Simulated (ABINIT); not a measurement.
# Ba2TaBiO6 (R-3): G0W0 in ABINIT against the plane-wave cutoff

Aim: move the plane-wave cutoff of a G0W0 run on Ba2TaBiO6 (R-3) over a wide range.

Main program and level: ABINIT 10.8.3; LDA and many-body steps on it, plane waves.

### 1. The starting structure

The structure is trigonal, space group R-3 (No. 148). Conventional cell: a = 6.151 Å, b = 6.151 Å, c = 14.869 Å, α = 90.00°, β = 90.00°, γ = 120.00°. Ba has 12 O at 2.76 to 3.40 Å nearest. Nearest to Ta lie 6 O at 2.01 Å. Bi has 6 O at 2.36 Å nearest. Nearest to O lie 1 Ta at 2.01 Å and 1 Bi at 2.36 Å and 4 Ba at 2.76 to 3.40 Å. Farther neighbours and most contacts between anions are not listed.

The cell and positions are those that the Materials Project relaxed with its own functionals (PBE, PBE+U or r2SCAN), kept fixed. Spin-orbit coupling is left out unless a step names it.

### 2. Empty states on the mesh, 2×2×2 mesh, 515 bands

This step: ABINIT 10.8.3; DFT, LDA, plane waves, norm-conserving pseudopotentials.

The sums over transitions need many empty states on a uniform mesh; this step solves for them.

File run.abi:

```
acell 3*1.0 Angstrom
rprim 
  3.075626834241 1.775713980676 4.956223105800
  -3.075626834241 1.775713980676 4.956223105800
  0.000000000000 -3.551427961352 4.956223105800
ntypat 4
znucl 56 73 83 8
natom 10
typat 1 1 2 3 4 4 4 4 4 4
xred 
  0.748816000000 0.748816000000 0.748816000000
  0.251184000000 0.251184000000 0.251184000000
  0.500000000000 0.500000000000 0.500000000000
  0.000000000000 0.000000000000 0.000000000000
  0.725510000000 0.218856000000 0.322035000000
  0.218856000000 0.322035000000 0.725510000000
  0.322035000000 0.725510000000 0.218856000000
  0.274490000000 0.781144000000 0.677965000000
  0.677965000000 0.274490000000 0.781144000000
  0.781144000000 0.677965000000 0.274490000000
pp_dirpath "pseudos"
pseudos "Ba.upf, Ta.upf, Bi.upf, O.upf"
ecut 36
ngkpt 2 2 2
nshiftk 1
shiftk 0 0 0
kptopt 1
chksymbreak 0
iscf -2
irdden 1
istwfk *1
nband 515
nbdbuf 46
tolwfr 1e-09
nstep 60
prtvol 0
indata_prefix "in"
outdata_prefix "out"
tmpdata_prefix "tmp"
```

Started as:

```
$ OMP_NUM_THREADS=2 mpirun -n 4 abinit run.abi > log
```

Numbers of over 12 decimals in the logs are rounded to 6 here.

What it wrote:

```text
.Version 10.8.3 of ABINIT. v10.8.2 released Aug 2026.

 Symmetries : space group R-3 (#148); Bravais hR (rhombohedral)
[... echo of the input left out ...]
== DATASET  1 ==================================================================
-   mpi_nproc: 4, omp_nthreads: 2 (-1 if OMP is not activated)

--- !DatasetInfo
iteration_state: {dtset: 1, }
dimensions: {natom: 10, nkpt: 4, mband: 515, nsppol: 1, nspinor: 1, nspden: 1, mpw: 11312, }
cutoff_energies: {ecut:  36.0, pawecutdg:  -1.0, }
[...]
4.04642    4.04642    4.04779    4.04780    4.04885    4.05491    4.06035    4.06036
   4.08009    4.09534    4.09592    4.09953    4.10096    4.11707    4.11779    4.11916
   4.12577    4.13057    4.13265
 prteigrs : prtvol=0 or 1, do not print more k-points.

== END DATASET(S) ==============================================================
================================================================================

 -outvars: echo values of variables after computation  --------
            nband         515
             nkpt           4
          spgroup         148
 [... the other variables as echoed above ...]

 Calculation completed.
```

Elapsed: 7 min, on 4 MPI ranks of AMD EPYC 9B14 (Zen 4), shared host; peak memory 0.86 GiB; 42 min of CPU time.

This step gave:

| Property | Result |
| --- | --- |
| gap | 2.566 eV |
| k of the valence top | 0.5, 0.5, 0.5 |
| k of the conduction bottom | 0.5, 0, 0 |
| least direct gap | 2.595 eV |
| k points computed | 4 |
| lowest point of the top converged band, above the valence top | 99.5028 eV |

On this mesh the gap is 2.566 eV.

The density comes from a self-consistent run that is not shown.

### 3. Empty states on the mesh, 2×2×2 mesh, 164 bands

Edit run.abi of step 2 so:

```diff
@@ -22,3 +22,3 @@
 pseudos "Ba.upf, Ta.upf, Bi.upf, O.upf"
-ecut 36
+ecut 22
 ngkpt 2 2 2
@@ -31,4 +31,4 @@
 istwfk *1
-nband 515
-nbdbuf 46
+nband 164
+nbdbuf 14
 tolwfr 1e-09
```

What it wrote:

```text
.Version 10.8.3 of ABINIT. v10.8.2 released Aug 2026.

 Symmetries : space group R-3 (#148); Bravais hR (rhombohedral)
[... echo of the input left out ...]
== DATASET  1 ==================================================================
-   mpi_nproc: 4, omp_nthreads: 2 (-1 if OMP is not activated)

--- !DatasetInfo
iteration_state: {dtset: 1, }
dimensions: {natom: 10, nkpt: 4, mband: 164, nsppol: 1, nspinor: 1, nspden: 1, mpw: 5455, }
cutoff_energies: {ecut:  22.0, pawecutdg:  -1.0, }
[...]
1.55683    1.55941    1.56158    1.56158    1.56276    1.60333    1.61532    1.61532
   1.61775    1.61921    1.61921    1.62938    1.62938    1.64548    1.64738    1.65057
   1.65057    1.65123    1.65124    1.68551
 prteigrs : prtvol=0 or 1, do not print more k-points.

== END DATASET(S) ==============================================================
================================================================================

 -outvars: echo values of variables after computation  --------
            nband         164
             nkpt           4
          spgroup         148
 [... the other variables as echoed above ...]

 Calculation completed.
```

The job ended after 33 s (4 MPI ranks; peak memory 0.43 GiB).

This step gave:

| Quantity | Value |
| --- | --- |
| gap | 2.537 eV |
| k of the valence top | 0.5, 0.5, 0.5 |
| k of the conduction bottom | 0.5, 0, 0 |
| least direct gap | 2.566 eV |
| k points computed | 4 |
| lowest point of the top converged band, above the valence top | 36.80 eV |

On this mesh the gap is 2.537 eV.

### 4. Empty states on the mesh, 2×2×2 mesh, 164 bands

Edit run.abi of step 3 so:

```diff
@@ -22,3 +22,3 @@
 pseudos "Ba.upf, Ta.upf, Bi.upf, O.upf"
-ecut 22
+ecut 29
 ngkpt 2 2 2
```

What it wrote:

```text
.Version 10.8.3 of ABINIT. v10.8.2 released Aug 2026.

 Symmetries : space group R-3 (#148); Bravais hR (rhombohedral)
[... echo of the input left out ...]
== DATASET  1 ==================================================================
-   mpi_nproc: 4, omp_nthreads: 2 (-1 if OMP is not activated)

--- !DatasetInfo
iteration_state: {dtset: 1, }
dimensions: {natom: 10, nkpt: 4, mband: 164, nsppol: 1, nspinor: 1, nspden: 1, mpw: 8182, }
cutoff_energies: {ecut:  29.0, pawecutdg:  -1.0, }
[...]
1.55543    1.55679    1.55926    1.55926    1.56003    1.60323    1.61340    1.61340
   1.61496    1.61773    1.61773    1.62712    1.62712    1.64296    1.64605    1.64844
   1.64845    1.64962    1.64964    1.68551
 prteigrs : prtvol=0 or 1, do not print more k-points.

== END DATASET(S) ==============================================================
================================================================================

 -outvars: echo values of variables after computation  --------
            nband         164
             nkpt           4
          spgroup         148
 [... the other variables as echoed above ...]

 Calculation completed.
```

Wall time 51 s (4 MPI ranks); peak memory 0.52 GiB; 4.6 min of CPU time.

This step gave:

```yaml
gap: 2.564 eV
k_of_the_valence_top: 0.5, 0.5, 0.5
k_of_the_conduction_bottom: 0.5, 0, 0
least_direct_gap: 2.594 eV
k_points_computed: 4
lowest_point_of_the_top_converged_band_above_the_valence_top: 36.82 eV
```

On this mesh the gap is 2.564 eV.

### 5. Empty states on the mesh, 2×2×2 mesh, 164 bands

Edit run.abi of step 4 so:

```diff
@@ -22,3 +22,3 @@
 pseudos "Ba.upf, Ta.upf, Bi.upf, O.upf"
-ecut 29
+ecut 45
 ngkpt 2 2 2
```

What it wrote:

```text
.Version 10.8.3 of ABINIT. v10.8.2 released Aug 2026.

 Symmetries : space group R-3 (#148); Bravais hR (rhombohedral)
[... echo of the input left out ...]
== DATASET  1 ==================================================================
-   mpi_nproc: 4, omp_nthreads: 2 (-1 if OMP is not activated)

--- !DatasetInfo
iteration_state: {dtset: 1, }
dimensions: {natom: 10, nkpt: 4, mband: 164, nsppol: 1, nspinor: 1, nspden: 1, mpw: 15833, }
cutoff_energies: {ecut:  45.0, pawecutdg:  -1.0, }
[...]
1.55506    1.55627    1.55877    1.55877    1.55940    1.60316    1.61292    1.61292
   1.61434    1.61743    1.61743    1.62664    1.62664    1.64239    1.64566    1.64779
   1.64780    1.64941    1.64941    1.68458
 prteigrs : prtvol=0 or 1, do not print more k-points.

== END DATASET(S) ==============================================================
================================================================================

 -outvars: echo values of variables after computation  --------
            nband         164
             nkpt           4
          spgroup         148
 [... the other variables as echoed above ...]

 Calculation completed.
```

The job ended after 99 s (4 MPI ranks; peak memory 0.6 GiB; 9.3 min of CPU time).

Numbers from this step:

| Quantity | Value |
| --- | --- |
| gap | 2.566 eV |
| k of the valence top | 0.5, 0.5, 0.5 |
| k of the conduction bottom | 0.5, 0, 0 |
| least direct gap | 2.594 eV |
| k points computed | 4 |
| lowest point of the top converged band, above the valence top | 36.82 eV |

On this mesh the gap is 2.566 eV.

### 6. Screening, 2×2×2 mesh, 150 bands, screening to 130.6 eV

The RPA dielectric matrix is built and inverted for each q.

This step: RPA screening on LDA, plane waves, norm-conserving pseudopotentials.

Edit run.abi of step 5 so:

```diff
@@ -22,3 +22,3 @@
 pseudos "Ba.upf, Ta.upf, Bi.upf, O.upf"
-ecut 45
+ecut 22
 ngkpt 2 2 2
@@ -28,10 +28,11 @@
 chksymbreak 0
-iscf -2
-irdden 1
 istwfk *1
-nband 164
-nbdbuf 14
-tolwfr 1e-09
-nstep 60
-prtvol 0
+occopt 1
+irdwfk 1
+optdriver 3
+nband 150
+ecuteps 4.8
+inclvkb 2
+awtr 1
+symchi 1
 indata_prefix "in"
```

Started as:

```
$ OMP_NUM_THREADS=1 mpirun -n 8 abinit run.abi > log
```

What it wrote:

```text
.Version 10.8.3 of ABINIT. v10.8.2 released Aug 2026.

 Symmetries : space group R-3 (#148); Bravais hR (rhombohedral)
[... echo of the input left out ...]
== DATASET  1 ==================================================================
-   mpi_nproc: 8, omp_nthreads: 1 (-1 if OMP is not activated)

--- !DatasetInfo
iteration_state: {dtset: 1, }
dimensions: {natom: 10, nkpt: 4, mband: 150, nsppol: 1, nspinor: 1, nspden: 1, mpw: 5455, }
cutoff_energies: {ecut:  22.0, pawecutdg:  -1.0, }
electrons: {nelect:   8.40000000E+01, charge:   0.00000000E+00, occopt:   1.00000000E+00, tsmear:   1.00000000E-02, }

 SCREENING: Calculation of the susceptibility and dielectric matrices

 Based on a program developped by R.W. Godby, V. Olevano, G. Onida, and L. Reining.
 Incorporated in ABINIT by V. Olevano, G.-M. Rignanese, and M. Torrent.
.Using double precision arithmetic ; gwpc =  8

[... cell and pseudopotentials left out ...]
--------------------------------------------------------------------------------

 ==== K-mesh for the wavefunctions ====
 Number of points in the irreducible wedge :     4
[... list of points left out ...]
 Together with  6 symmetry operations and time-reversal symmetry
 yields     8 points in the full Brillouin Zone.

 ==== Q-mesh for the screening function ====
 Number of points in the irreducible wedge :     4
[... list of points left out ...]
 Together with  6 symmetry operations and time-reversal symmetry
 yields     8 points in the full Brillouin Zone.

 setmesh: FFT mesh size selected  =    36x   36x   36
          total number of points  =        46656

 vcoul_init : cutoff-mode = AUXILIARY_FUNCTION
 q-points for optical limit:   1
     1)      0.000010    0.000020    0.000030

- screening: taking advantage of time-reversal symmetry
- Maximum band index for partially occupied states nbvw = 42
- Remaining bands to be divided among processors   nbcw = 108
- Number of bands treated by each node ~13

 Number of electrons calculated from density =   84.0000; Expected =   84.0000
 average of density, n =  0.076643
 r_s =    1.4604
 omega_plasma =   26.7050 [eV]

 calculating chi0 at frequencies [eV] :
  1    0.000000E+00    0.000000E+00
  2    0.000000E+00    2.670500E+01

--------------------------------------------------------------------------------
  q-point number  1        q = ( 0.000000, 0.000000, 0.000000) [r.l.u.]
--------------------------------------------------------------------------------
[... chi0 elements left out ...]
 For q-point:  0.000010 0.000020 0.000030
  dielectric constant =   6.7067
  dielectric constant without local fields =   7.3266

  Average fulfillment of the sum rule on Im[epsilon] for q-point    1 :     54.02  [%]
[... wings left out ...]
  q-point number  2        q = ( 0.500000, 0.000000, 0.000000) [r.l.u.]
--------------------------------------------------------------------------------
[... chi0 elements left out ...]
  Average fulfillment of the sum rule on Im[epsilon] for q-point    2 :     61.91  [%]

 [... 2 further q-points ...]
```

It took 24 s on 8 MPI ranks; peak memory 2.9 GiB; 3.1 min of CPU time.

Numbers from this step:

* ε∞ with local fields, on this mesh, along the program's q direction: 6.707
* the same without local fields: 7.327
* plasma frequency: 26.70 eV
* plane waves in the screening matrix: 537

Local fields lower ε∞ by 8 %. On a Γ-centred mesh this coarse the value itself is usually too large, while a short band sum pulls it down.

### 7. 22 Ha

This step: G0W0 on LDA, plane waves, norm-conserving pseudopotentials.

Edit run.abi of step 6 so:

```diff
@@ -31,8 +31,19 @@
 irdwfk 1
-optdriver 3
+optdriver 4
 nband 150
+gwcalctyp 0
+ecutsigx 22
+symsigma 1
+nkptgw 3
+kptgw 
+  0.5000000000 0.5000000000 0.5000000000
+  0.5000000000 0.0000000000 0.0000000000
+  0.0000000000 0.0000000000 0.0000000000
+bdgw 
+  41 45
+  41 44
+  40 44
 ecuteps 4.8
-inclvkb 2
-awtr 1
-symchi 1
+irdscr 1
+ppmodel 1
 indata_prefix "in"
```

What it wrote:

```text
.Version 10.8.3 of ABINIT. v10.8.2 released Aug 2026.

 Symmetries : space group R-3 (#148); Bravais hR (rhombohedral)
[... echo of the input left out ...]
== DATASET  1 ==================================================================
-   mpi_nproc: 8, omp_nthreads: 1 (-1 if OMP is not activated)

--- !DatasetInfo
iteration_state: {dtset: 1, }
dimensions: {natom: 10, nkpt: 4, mband: 150, nsppol: 1, nspinor: 1, nspden: 1, mpw: 5455, }
cutoff_energies: {ecut:  22.0, pawecutdg:  -1.0, }
electrons: {nelect:   8.40000000E+01, charge:   0.00000000E+00, occopt:   1.00000000E+00, tsmear:   1.00000000E-02, }

 SIGMA: Calculation of the GW corrections

 Based on a program developped by R.W. Godby, V. Olevano, G. Onida, and L. Reining.
 Incorporated in ABINIT by V. Olevano, G.-M. Rignanese, and M. Torrent.
.Using double precision arithmetic ; gwpc =  8

[... cell and pseudopotentials left out ...]
--------------------------------------------------------------------------------

 ==== K-mesh for the wavefunctions ====
 Number of points in the irreducible wedge :     4
[... list of points left out ...]
 Together with  6 symmetry operations and time-reversal symmetry
 yields     8 points in the full Brillouin Zone.

 ==== Q-mesh for screening function ====
 Number of points in the irreducible wedge :     4
[... list of points left out ...]
 Together with  6 symmetry operations and time-reversal symmetry
 yields     8 points in the full Brillouin Zone.

 vcoul_init : cutoff-mode = AUXILIARY_FUNCTION
 q-points for optical limit:   1
     1)      0.000010    0.000020    0.000030
 setmesh: FFT mesh size selected  =    50x   50x   50
          total number of points  =       125000

 Number of electrons calculated from density =   84.0000; Expected =   84.0000
 average of density, n =  0.076643
 r_s =    1.4604
 omega_plasma =   26.7050 [eV]

 === KS Band Gaps ===
  >>>> For spin  1
   Minimum direct gap =   2.5657 [eV], located at k-point      :   0.5000  0.0000  0.0000
   Fundamental gap    =   2.5369 [eV], Top of valence bands at :   0.5000  0.5000  0.5000
                                       Bottom of conduction at :   0.5000  0.0000  0.0000
 SIGMA fundamental parameters:
 PLASMON POLE MODEL  1
 number of plane-waves for SigmaX                 5455
 number of plane-waves for SigmaC and W            537
 number of plane-waves for wavefunctions          5455
 number of bands                                   150
 number of independent spin polarizations            1
 number of spinorial components                      1
 number of k-points in IBZ                           4
 number of q-points in IBZ                           4
 number of symmetry operations                       6
 number of k-points in BZ                            8
 number of q-points in BZ                            8
 number of frequencies for dSigma/dE                 9
 frequency step for dSigma/dE [eV]                0.25
 number of omega for Sigma on real axis              0
 max omega for Sigma on real axis  [eV]           0.00
 zcut for avoiding poles [eV]                     0.10

 EPSILON^-1 parameters (SCR file):
 dimension of the eps^-1 matrix on file            537
 dimension of the eps^-1 matrix used               537
 number of plane-waves for wavefunctions          5455
 number of bands                                   150
 number of q-points in IBZ                           4
 number of frequencies                               2
 number of real frequencies                          1
 number of imag frequencies                          1

 matrix elements of self-energy operator (all in [eV])

 Perturbative Calculation

--- !SelfEnergy_ee
iteration_state: {dtset: 1, }
kpoint     : [   0.500,    0.500,    0.500, ]
spin       : 1
KS_gap     :    2.669
QP_gap     :    3.752
Delta_QP_KS:    1.082
data: !SigmaeeData |
     Band     E0 <VxcDFT>   SigX SigC(E0)      Z dSigC/dE  Sig(E)    E-E0       E
       41   4.333 -18.409 -23.213   5.057   0.766  -0.306 -18.215   0.193   4.526
       42   5.862 -19.802 -22.990   3.694   0.788  -0.270 -19.404   0.398   6.259
       43   8.531 -14.057  -9.227  -3.036   0.825  -0.211 -12.577   1.480  10.011
       44   8.991 -14.518  -9.700  -2.965   0.825  -0.213 -12.990   1.528  10.519
       45   8.991 -14.518  -9.700  -2.965   0.825  -0.213 -12.990   1.528  10.519

--- !SelfEnergy_ee
iteration_state: {dtset: 1, }
kpoint     : [   0.500,    0.000,    0.000, ]
spin       : 1
KS_gap     :    2.566
QP_gap     :    3.665
Delta_QP_KS:    1.100
data: !SigmaeeData |
     Band     E0 <VxcDFT>   SigX SigC(E0)      Z dSigC/dE  Sig(E)    E-E0       E
       41   4.613 -18.633 -23.281   4.952   0.767  -0.304 -18.400   0.234   4.846
[...]
--- !SelfEnergy_ee
iteration_state: {dtset: 1, }
kpoint     : [   0.000,    0.000,    0.000, ]
spin       : 1
KS_gap     :    3.940
QP_gap     :    4.836
Delta_QP_KS:    0.896
data: !SigmaeeData |
     Band     E0 <VxcDFT>   SigX SigC(E0)      Z dSigC/dE  Sig(E)    E-E0       E
[...]
42   5.070 -19.075 -23.125   4.472   0.773  -0.294 -18.749   0.326   5.396
       43   9.010 -12.977  -8.834  -2.672   0.830  -0.204 -11.756   1.222  10.232
       44   9.230 -15.262  -9.436  -3.492   0.815  -0.227 -13.359   1.902  11.132

== END DATASET(S) ==============================================================
================================================================================

 -outvars: echo values of variables after computation  --------
           etotal      0.0000000000E+00
            nband         150
             nkpt           4
          spgroup         148
 [... the other variables as echoed above ...]

 Calculation completed.
```

Run time: 21 s. Hardware: 8 MPI ranks; peak memory 1.8 GiB; 2.7 min of CPU time.

This step gave:

* G0W0 gap on the points computed: 3.630 eV
* starting gap on the mesh: 2.537 eV
* k of the valence top: 0.5, 0.5, 0.5
* k of the conduction bottom: 0.5, 0, 0
* Z at the valence top: 0.788
* Z at the conduction bottom: 0.827
* least direct G0W0 gap on the computed points: 3.665 eV

(Continued in part 2 of 2.)

[Paths, hosts, dates, memory and timing lines, banners, echoed tables and standing remarks are left out of the program output.]

[Logs are printed without paths, hosts, clocks, repeated set-up lines and the standing remarks that a program may print on its own settings, such as how far it seeks lower states.]

[Runs of the session that timed out or met a known fault of the program may be left out.]

[No measured gap is set beside runs whose start may be inverted or whose files or cutoffs have a known fault.]

[Hosts, paths, dates, database ids (printed as entryN), source tags and the programs' standing remarks are cut or masked in the printed files.]

[G0W0 gaps are taken among the corrected bands and points alone; a level outside them can change the order at an edge.]

[Where Ansatz stands beside ABINIT at settings called matched, ABINIT's density can come from a denser mesh and the files from another edition; pairs whose starting gaps differed by over 0.03 eV were left out, so agreement reads better than it is.]
